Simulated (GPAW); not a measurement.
**A 9-layer slab of Ag(110) in an electric field**

Aim: the dipole that a field along the normal induces in a 9-layer slab of Ag(110).

Calculated with GPAW 26.7.0; GPAW, PAW setups; slab in vacuum, relaxation, in the first sound run; inputs show where later runs differ.

Most raw output is cut from this account.

**1. The starting structure**

The cell holds 9 atoms: 9 Ag. Its edges and angles: a = 4.090 Å, b = 2.892 Å, c = 29.568 Å, α = 90.0°, β = 90.0°, γ = 90.0°. Vacuum lies along c.

**2. Relaxing the atoms**

The atoms are relaxed first, since the surface dipole, and with it the work function, follows the positions of the outer layers. The lowest 4 atoms are held at bulk positions and keep their forces.

Contents of run.py:

```python
import json
import numpy as np
from ase import Atoms
from ase.constraints import FixAtoms
from ase.optimize import BFGS
from gpaw import GPAW, PW

slab = Atoms(
    ['Ag', 'Ag', 'Ag', 'Ag', 'Ag', 'Ag', 'Ag', 'Ag', 'Ag'],
    positions=[
        [0.00000, 0.00000, 9.00000],
        [2.04500, 1.44603, 10.44603],
        [0.00000, 0.00000, 11.89207],
        [2.04500, 1.44603, 13.33810],
        [0.00000, 0.00000, 14.78413],
        [2.04500, 1.44603, 16.23017],
        [0.00000, 0.00000, 17.67620],
        [2.04500, 1.44603, 19.12223],
        [0.00000, 0.00000, 20.56827]],
    cell=[[4.09, 0.0, 0.0], [0.0, 2.89207, 0.0], [0.0, 0.0, 29.56827]],
    pbc=[True, True, False])

slab.calc = GPAW(mode=PW(400), xc='PBE', kpts={'size': (8, 11, 1), 'gamma': True},
                 occupations={'name': 'fermi-dirac', 'width': 0.1}, nbands='160%',
                 convergence={'density': 1e-05}, maxiter=200,
                 poissonsolver={'dipolelayer': 'xy'},
                 symmetry={'tolerance': 1e-3, 'extra_ids': [1, 1, 1, 1, 0, 0, 0, 0, 0]}, txt='slab.txt')
result = {}
slab.set_constraint(FixAtoms([0, 1, 2, 3]))
path = []
opt = BFGS(slab, maxstep=0.2)
opt.attach(lambda: path.append((slab.get_potential_energy(), slab.positions.tolist(), slab.get_forces().tolist())))
result['relaxed'] = bool(opt.run(fmax=0.03, steps=40))
result['path'] = path
energy = slab.get_potential_energy()
fermi = slab.calc.get_fermi_level()
v = slab.calc.get_electrostatic_potential().mean((0, 1)) - fermi
n = slab.calc.get_pseudo_density().mean((0, 1))
L = slab.cell[2, 2]
z = np.arange(len(v)) * L / len(v)
low, high = slab.positions[:, 2].min(), slab.positions[:, 2].max()
below, above = np.interp([low - 6.8, high + 6.8], z, v)
slopes = [np.interp(x, z, np.gradient(v, z)) for x in (low - 6.8, high + 6.8)]
eps = np.array([[slab.calc.get_eigenvalues(k, s) for k in range(len(slab.calc.get_ibz_k_points()))]
                for s in range(slab.calc.get_number_of_spins())]) - fermi
top, bottom = eps[eps < 0].max(), eps[eps > 0].min()
dipole = slab.get_dipole_moment()[2]
print(f'energy {energy:.4f} eV, Fermi level {fermi:.4f} eV, dipole {dipole:.5f} e A')
print(f'potential 6.8 A off the faces, from the Fermi level: lower {below:.4f} eV, upper {above:.4f} eV')
print(f'slope of the potential there: lower {slopes[0]:.5f}, upper {slopes[1]:.5f} eV/A')
print(f'nearest levels on the mesh: {top:.4f} and {bottom:.4f} eV')
print('magnetic moment', round(slab.get_magnetic_moment(), 3))
result.update(energy=energy, fermi=fermi, dipole=dipole, below=below, above=above, slopes=slopes, edges=[top, bottom],
              z=z.tolist(), v=v.tolist(), n=n.tolist(), positions=slab.positions.tolist(),
              forces=slab.get_forces(apply_constraint=False).tolist(), moments=slab.get_magnetic_moments().tolist())
json.dump(result, open('result.json', 'w'))
```

Command:

```
$ OMP_NUM_THREADS=1 OPENBLAS_NUM_THREADS=1 python run.py
```

Elapsed: 2 h, on 1 thread of Arm Neoverse V2, shared host; peak memory 0.66 GiB.

Step by step:

| step | energy less that of the first step (eV) | largest force (eV/Å) |
| --- | --- | --- |
| 1 | 0.0000 | 0.3424 |
| 2 | -0.0017 | 0.3196 |
| 3 | -0.0139 | 0.1003 |
| 4 | -0.0144 | 0.1080 |
| 5 | -0.0152 | 0.1233 |
| 6 | -0.0170 | 0.1455 |
| 7 | -0.0195 | 0.1466 |
| 8 | -0.0223 | 0.1141 |
| 9 | -0.0240 | 0.1216 |
| 10 | -0.0248 | 0.1375 |
| 11 | -0.0258 | 0.1306 |
| 12 | -0.0271 | 0.0894 |
| 13 | -0.0282 | 0.0533 |
| 14 | -0.0285 | 0.0245 |

The atoms that moved most (Å):

| atom | dx | dy | dz | length |
| --- | --- | --- | --- | --- |
| Ag8 | 0.000 | 0.000 | 0.197 | 0.197 |
| Ag9 | 0.000 | 0.000 | 0.133 | 0.133 |
| Ag7 | 0.000 | 0.000 | 0.125 | 0.125 |
| Ag6 | 0.000 | 0.000 | 0.090 | 0.090 |
| Ag5 | 0.000 | 0.000 | 0.058 | 0.058 |

The relaxed structure:

```cif
data_structure
_symmetry_space_group_name_H-M 'P 1'
_symmetry_Int_Tables_number 1
_cell_length_a 4.0900
_cell_length_b 2.8921
_cell_length_c 29.5683
_cell_angle_alpha 90.000
_cell_angle_beta 90.000
_cell_angle_gamma 90.000
_cell_volume 349.75
loop_
_atom_site_label
_atom_site_type_symbol
_atom_site_fract_x
_atom_site_fract_y
_atom_site_fract_z
_atom_site_occupancy
Ag1 Ag 0.00000 0.00000 0.30438 1
Ag2 Ag 0.50000 0.50000 0.35329 1
Ag3 Ag 0.00000 0.00000 0.40219 1
Ag4 Ag 0.50000 0.50000 0.45110 1
Ag5 Ag 0.00000 0.00000 0.50198 1
Ag6 Ag 0.50000 0.50000 0.55194 1
Ag7 Ag 0.00000 0.00000 0.60205 1
Ag8 Ag 0.50000 0.50000 0.65336 1
Ag9 Ag 0.00000 0.00000 0.70010 1
```

This step gave:

```yaml
dipole_along_the_normal: -4.10e-4 e·Å
levels_nearest_the_fermi_level_on_the_mesh: -0.02314, 0.01001 eV from the Fermi level
upper_work_function: 4.140 eV
lower_work_function: 4.130 eV
```

The electrostatic potential energy of an electron (without an applied field's), less the Fermi level, planar mean oscillates, so the rows of the table below give means over windows of 1.48 Å about each position, cut where the curve ends. Its maxima inside the range that stand out by 2 % of the span (Å: eV): 9.7: -4.53, 11.2: -4.76, 12.6: -4.79, 14.0: -4.06, 15.6: -4.37, 17.1: -4.32, 18.6: -3.89, 20.1: -5.43. Its minima: 9.0: -11.3, 10.5: -11.9, 11.9: -11.9, 13.3: -11.8, 14.9: -11.7, 16.4: -11.8, 17.8: -11.7, 19.3: -11.9, 20.7: -11.5.

Table of electrostatic potential energy of an electron (without an applied field's), less the Fermi level, planar mean by z; means over each step:

| z (Å) | electrostatic potential energy of an electron (without an applied field's), less the Fermi level, planar mean (eV) |
| --- | --- |
| 0.74 | 4.13 |
| 2.22 | 4.13 |
| 3.70 | 4.13 |
| 5.18 | 4.13 |
| 6.66 | 4.01 |
| 8.14 | -0.833 |
| 9.62 | -8.07 |
| 11.10 | -8.34 |
| 12.58 | -8.32 |
| 14.06 | -7.72 |
| 15.54 | -7.96 |
| 17.02 | -7.93 |
| 18.50 | -7.62 |
| 19.98 | -8.73 |
| 21.46 | -1.84 |
| 22.94 | 3.99 |
| 24.42 | 4.14 |
| 25.90 | 4.14 |
| 27.38 | 4.14 |
| 28.86 | 4.14 |

The pseudo valence density, planar mean oscillates, so the rows of the table below give means over windows of 1.48 Å about each position, cut where the curve ends. Its maxima inside the range that stand out by 2 % of the span (Å: e/Å³): 9.1: 1.56, 10.3: 1.56, 11.8: 1.60, 13.3: 1.62, 14.8: 1.60, 16.3: 1.60, 17.7: 1.60, 19.2: 1.55, 20.7: 1.61. Its minima: 9.7: 0.491, 11.2: 0.491, 12.7: 0.500, 14.2: 0.454, 15.6: 0.471, 17.1: 0.468, 18.6: 0.437, 20.1: 0.555.

The pseudo valence density, planar mean by z; means over each step:

z (Å), pseudo valence density, planar mean (e/Å³) and a bar:
```
     5.18       0.00 
     6.66       0.00 
     8.14       0.36 ##########
     9.62       1.00 ############################
    11.10       1.01 ############################
    12.58       1.01 ############################
    14.06       0.95 ###########################
    15.54       0.97 ###########################
    17.02       0.97 ###########################
    18.50       0.94 ##########################
    19.98       1.06 ##############################
    21.46       0.47 #############
    22.94       0.01 
    24.42       0.00
```

The relaxation lowered the energy of the cell by 0.0285 eV (energies extrapolated to zero smearing; the optimiser's log prints free energies). The largest force left on a free atom is 0.024 eV/Å.

**3. The slab's potential**

The work function is the vacuum plateau of the electrostatic potential less the Fermi level; a dipole layer lets the two faces have plateaus of their own.

This step: GPAW, PAW setups; slab in vacuum (GPAW 26.7.0).

run.py, as its differences from that of step 2:

```diff
@@ -3,4 +3,2 @@
 from ase import Atoms
-from ase.constraints import FixAtoms
-from ase.optimize import BFGS
 from gpaw import GPAW, PW
@@ -14,7 +12,7 @@
         [2.04500, 1.44603, 13.33810],
-        [0.00000, 0.00000, 14.78413],
-        [2.04500, 1.44603, 16.23017],
-        [0.00000, 0.00000, 17.67620],
-        [2.04500, 1.44603, 19.12223],
-        [0.00000, 0.00000, 20.56827]],
+        [0.00000, 0.00000, 14.84255],
+        [2.04500, 1.44603, 16.32001],
+        [0.00000, -0.00000, 17.80155],
+        [2.04500, 1.44603, 19.31876],
+        [0.00000, 0.00000, 20.70087]],
     cell=[[4.09, 0.0, 0.0], [0.0, 2.89207, 0.0], [0.0, 0.0, 29.56827]],
@@ -26,10 +24,4 @@
                  poissonsolver={'dipolelayer': 'xy'},
-                 symmetry={'tolerance': 1e-3, 'extra_ids': [1, 1, 1, 1, 0, 0, 0, 0, 0]}, txt='slab.txt')
+                 symmetry={'tolerance': 1e-3}, txt='slab.txt')
 result = {}
-slab.set_constraint(FixAtoms([0, 1, 2, 3]))
-path = []
-opt = BFGS(slab, maxstep=0.2)
-opt.attach(lambda: path.append((slab.get_potential_energy(), slab.positions.tolist(), slab.get_forces().tolist())))
-result['relaxed'] = bool(opt.run(fmax=0.03, steps=40))
-result['path'] = path
 energy = slab.get_potential_energy()
```

The job ended after 15 min (1 thread; peak memory 0.65 GiB).

Numbers from this step:

| Item | Value |
| --- | --- |
| dipole along the normal | -7.72e-4 e·Å |
| levels nearest the Fermi level on the mesh | -0.02313, 0.009988 eV from the Fermi level |

The electrostatic potential energy of an electron (without an applied field's), less the Fermi level, planar mean oscillates, so the rows of the table below give means over windows of 1.48 Å about each position, cut where the curve ends. Its maxima inside the range that stand out by 2 % of the span (Å: eV): 9.7: -4.53, 11.2: -4.76, 12.6: -4.79, 14.0: -4.06, 15.6: -4.37, 17.1: -4.32, 18.6: -3.89, 20.1: -5.43. Its minima: 9.0: -11.3, 10.5: -11.9, 11.9: -11.9, 13.3: -11.8, 14.9: -11.7, 16.4: -11.8, 17.8: -11.7, 19.3: -11.9, 20.7: -11.5.

Table of electrostatic potential energy of an electron (without an applied field's), less the Fermi level, planar mean by z; means over each step:

z (Å), electrostatic potential energy of an electron (without an applied field's), less the Fermi level, planar mean (eV) and a bar from the least value:
```
     0.74        4.1 ##############################
     2.22        4.1 ##############################
     3.70        4.1 ##############################
     5.18        4.1 ##############################
     6.66        4.0 ##############################
     8.14       -0.8 ##################
     9.62       -8.1 ##
    11.10       -8.3 #
    12.58       -8.3 #
    14.06       -7.7 ##
    15.54       -8.0 ##
    17.02       -7.9 ##
    18.50       -7.6 ###
    19.98       -8.7 
    21.46       -1.8 ################
    22.94        4.0 ##############################
    24.42        4.1 ##############################
    25.90        4.1 ##############################
    27.38        4.1 ##############################
    28.86        4.1 ##############################
```

The pseudo valence density, planar mean oscillates, so the rows of the table below give means over windows of 1.48 Å about each position, cut where the curve ends. Its maxima inside the range that stand out by 2 % of the span (Å: e/Å³): 9.1: 1.56, 10.3: 1.56, 11.8: 1.60, 13.3: 1.62, 14.8: 1.60, 16.3: 1.60, 17.7: 1.60, 19.2: 1.55, 20.7: 1.61. Its minima: 9.7: 0.491, 11.2: 0.491, 12.7: 0.500, 14.2: 0.454, 15.6: 0.471, 17.1: 0.468, 18.6: 0.437, 20.1: 0.555.

The pseudo valence density, planar mean by z; means over each step:

z (Å), pseudo valence density, planar mean (e/Å³) and a bar:
```
     5.18       0.00 
     6.66       0.00 
     8.14       0.36 ##########
     9.62       1.00 ############################
    11.10       1.01 ############################
    12.58       1.01 ############################
    14.06       0.95 ###########################
    15.54       0.97 ###########################
    17.02       0.97 ###########################
    18.50       0.94 ##########################
    19.98       1.06 ##############################
    21.46       0.47 #############
    22.94       0.01 
    24.42       0.00
```

Force by atom:

| atom | x (eV/Å) | y (eV/Å) | z (eV/Å) | size |
| --- | --- | --- | --- | --- |
| Ag1 | 0.000 | 0.000 | 0.065 | 0.065 |
| Ag2 | 0.000 | 0.000 | -0.332 | 0.332 |
| Ag3 | 0.000 | 0.000 | 0.049 | 0.049 |
| Ag4 | 0.000 | 0.000 | 0.225 | 0.225 |
| Ag5 | 0.000 | 0.000 | -0.011 | 0.011 |
| Ag6 | 0.000 | 0.000 | -0.007 | 0.007 |
| Ag7 | 0.000 | 0.000 | -0.014 | 0.014 |
| Ag8 | 0.000 | 0.000 | 0.024 | 0.024 |
| Ag9 | 0.000 | 0.000 | 0.000 | 0.000 |

The potential is flat to 1.5e-4 eV/Å where it is read, so the vacuum is wide enough.

**4. In a field**

A uniform field along the normal polarises the slab; the atoms stay fixed, so this is the electronic response alone.

run.py, as its differences from that of step 3:

```diff
@@ -4,2 +4,3 @@
 from gpaw import GPAW, PW
+from gpaw.external import ConstantElectricField
 
@@ -24,2 +25,3 @@
                  poissonsolver={'dipolelayer': 'xy'},
+                 external=ConstantElectricField(-0.2, [0, 0, 1]),
                  symmetry={'tolerance': 1e-3}, txt='slab.txt')
```

The job ended after 31 min (1 thread; peak memory 0.92 GiB).

This step gave:

| Quantity | Value |
| --- | --- |
| dipole along the normal | -0.1913 e·Å |
| levels nearest the Fermi level on the mesh | -0.02287, 0.009988 eV from the Fermi level |
| potential below the slab, the applied field's own ramp left out | 2.690 eV from the Fermi level |
| potential above the slab, the applied field's own ramp left out | 5.618 eV from the Fermi level |

The electrostatic potential energy of an electron (without an applied field's), less the Fermi level, planar mean oscillates, so the rows of the table below give means over windows of 1.48 Å about each position, cut where the curve ends. Its maxima inside the range that stand out by 2 % of the span (Å: eV): 9.7: -5.55, 11.2: -5.48, 12.6: -5.23, 14.0: -4.21, 15.6: -4.20, 17.1: -3.86, 18.6: -3.12, 20.1: -4.38, 27.1: 5.62. Its minima: 9.0: -12.5, 10.5: -12.8, 11.9: -12.5, 13.3: -12.1, 14.9: -11.7, 16.4: -11.4, 17.8: -11.1, 19.3: -11.0, 20.7: -10.3.

Electrostatic potential energy of an electron (without an applied field's), less the Fermi level, planar mean against z; means over each step:

z (Å), electrostatic potential energy of an electron (without an applied field's), less the Fermi level, planar mean (eV) and a bar from the least value:
```
     0.74        2.9 ########################
     2.22        2.7 ########################
     3.70        2.7 ########################
     5.18        2.7 ########################
     6.66        2.6 ########################
     8.14       -2.1 ##############
     9.62       -9.1 
    11.10       -9.1 
    12.58       -8.8 #
    14.06       -7.9 ###
    15.54       -7.8 ###
    17.02       -7.5 ###
    18.50       -6.9 #####
    19.98       -7.7 ###
    21.46       -0.5 ##################
    22.94        5.4 ##############################
    24.42        5.6 ##############################
    25.90        5.6 ##############################
    27.38        5.6 ##############################
    28.86        5.5 ##############################
```

Force by atom:

| atom | x (eV/Å) | y (eV/Å) | z (eV/Å) | size |
| --- | --- | --- | --- | --- |
| Ag1 | 0.000 | 0.000 | 0.070 | 0.070 |
| Ag2 | 0.000 | 0.000 | -0.326 | 0.326 |
| Ag3 | 0.000 | 0.000 | 0.045 | 0.045 |
| Ag4 | 0.000 | 0.000 | 0.228 | 0.228 |
| Ag5 | 0.000 | 0.000 | -0.012 | 0.012 |
| Ag6 | 0.000 | 0.000 | -0.002 | 0.002 |
| Ag7 | 0.000 | 0.000 | -0.013 | 0.013 |
| Ag8 | 0.000 | 0.000 | 0.032 | 0.032 |
| Ag9 | 0.000 | 0.000 | 0.009 | 0.009 |

The dipole is now -0.191 e Å, against -7.7e-4 in the run without a field.

**5. In a field**

run.py, as its differences from that of step 4:

```diff
@@ -25,3 +25,3 @@
                  poissonsolver={'dipolelayer': 'xy'},
-                 external=ConstantElectricField(-0.2, [0, 0, 1]),
+                 external=ConstantElectricField(-0.1, [0, 0, 1]),
                  symmetry={'tolerance': 1e-3}, txt='slab.txt')
```

Wall time 32 min (1 thread); peak memory 0.92 GiB.

This step gave:

* dipole along the normal: -0.09576 e·Å
* levels nearest the Fermi level on the mesh: -0.02294, 0.009970 eV from the Fermi level
* potential below the slab, the applied field's own ramp left out: 3.410 eV from the Fermi level
* potential above the slab, the applied field's own ramp left out: 4.875 eV from the Fermi level

The electrostatic potential energy of an electron (without an applied field's), less the Fermi level, planar mean oscillates, so the rows of the table below give means over windows of 1.48 Å about each position, cut where the curve ends. Its maxima inside the range that stand out by 2 % of the span (Å: eV): 9.7: -5.04, 11.2: -5.12, 12.6: -5.01, 14.0: -4.13, 15.6: -4.28, 17.1: -4.09, 18.6: -3.51, 20.1: -4.91, 26.7: 4.88. Its minima: 9.0: -11.9, 10.5: -12.3, 11.9: -12.2, 13.3: -12.0, 14.9: -11.7, 16.4: -11.6, 17.8: -11.4, 19.3: -11.4, 20.7: -10.9.

Table of electrostatic potential energy of an electron (without an applied field's), less the Fermi level, planar mean by z; means over each step:

| z (Å) | electrostatic potential energy of an electron (without an applied field's), less the Fermi level, planar mean (eV) |
| --- | --- |
| 0.74 | 3.50 |
| 2.22 | 3.41 |
| 3.70 | 3.41 |
| 5.18 | 3.41 |
| 6.66 | 3.30 |
| 8.14 | -1.49 |
| 9.62 | -8.59 |
| 11.10 | -8.71 |
| 12.58 | -8.54 |
| 14.06 | -7.80 |
| 15.54 | -7.89 |
| 17.02 | -7.71 |
| 18.50 | -7.25 |
| 19.98 | -8.21 |
| 21.46 | -1.18 |
| 22.94 | 4.72 |
| 24.42 | 4.87 |
| 25.90 | 4.88 |
| 27.38 | 4.88 |
| 28.86 | 4.82 |

Force by atom:

| atom | x (eV/Å) | y (eV/Å) | z (eV/Å) | size |
| --- | --- | --- | --- | --- |
| Ag1 | 0.000 | 0.000 | 0.066 | 0.066 |
| Ag2 | 0.000 | 0.000 | -0.330 | 0.330 |
| Ag3 | 0.000 | 0.000 | 0.046 | 0.046 |
| Ag4 | 0.000 | 0.000 | 0.227 | 0.227 |
| Ag5 | 0.000 | 0.000 | -0.011 | 0.011 |
| Ag6 | 0.000 | 0.000 | -0.005 | 0.005 |
| Ag7 | 0.000 | 0.000 | -0.016 | 0.016 |
| Ag8 | 0.000 | 0.000 | 0.026 | 0.026 |
| Ag9 | 0.000 | 0.000 | 0.001 | 0.001 |

The dipole is now -0.0958 e Å, against -7.7e-4 in the run without a field.

**6. In a field**

run.py, as its differences from that of step 5:

```diff
@@ -25,3 +25,3 @@
                  poissonsolver={'dipolelayer': 'xy'},
-                 external=ConstantElectricField(-0.1, [0, 0, 1]),
+                 external=ConstantElectricField(-0.05, [0, 0, 1]),
                  symmetry={'tolerance': 1e-3}, txt='slab.txt')
```

Wall time 27 min (1 thread); peak memory 0.92 GiB.

The electrostatic potential energy of an electron (without an applied field's), less the Fermi level, planar mean oscillates, so the rows of the table below give means over windows of 1.48 Å about each position, cut where the curve ends. Its maxima inside the range that stand out by 2 % of the span (Å: eV): 9.7: -4.79, 11.2: -4.94, 12.6: -4.90, 14.0: -4.09, 15.6: -4.33, 17.1: -4.20, 18.6: -3.70, 20.1: -5.17. Its minima: 9.0: -11.6, 10.5: -12.1, 11.9: -12.0, 13.3: -11.9, 14.9: -11.7, 16.4: -11.7, 17.8: -11.6, 19.3: -11.7, 20.7: -11.2.

Electrostatic potential energy of an electron (without an applied field's), less the Fermi level, planar mean against z; means over each step:

| z (Å) | electrostatic potential energy of an electron (without an applied field's), less the Fermi level, planar mean (eV) |
| --- | --- |
| 0.74 | 3.82 |
| 2.22 | 3.77 |
| 3.70 | 3.77 |
| 5.18 | 3.77 |
| 6.66 | 3.66 |
| 8.14 | -1.16 |
| 9.62 | -8.33 |
| 11.10 | -8.52 |
| 12.58 | -8.43 |
| 14.06 | -7.76 |
| 15.54 | -7.93 |
| 17.02 | -7.82 |
| 18.50 | -7.43 |
| 19.98 | -8.47 |
| 21.46 | -1.51 |
| 22.94 | 4.35 |
| 24.42 | 4.50 |
| 25.90 | 4.51 |
| 27.38 | 4.51 |
| 28.86 | 4.48 |

(Part 1 of 2 ends here.)

[Logs are printed without paths, hosts, clocks, repeated set-up lines and the standing remarks that a program may print on its own settings, such as how far it seeks lower states.]

[Hosts, paths, dates, database ids (printed as entryN), source tags and the programs' standing remarks are cut or masked in the printed files.]
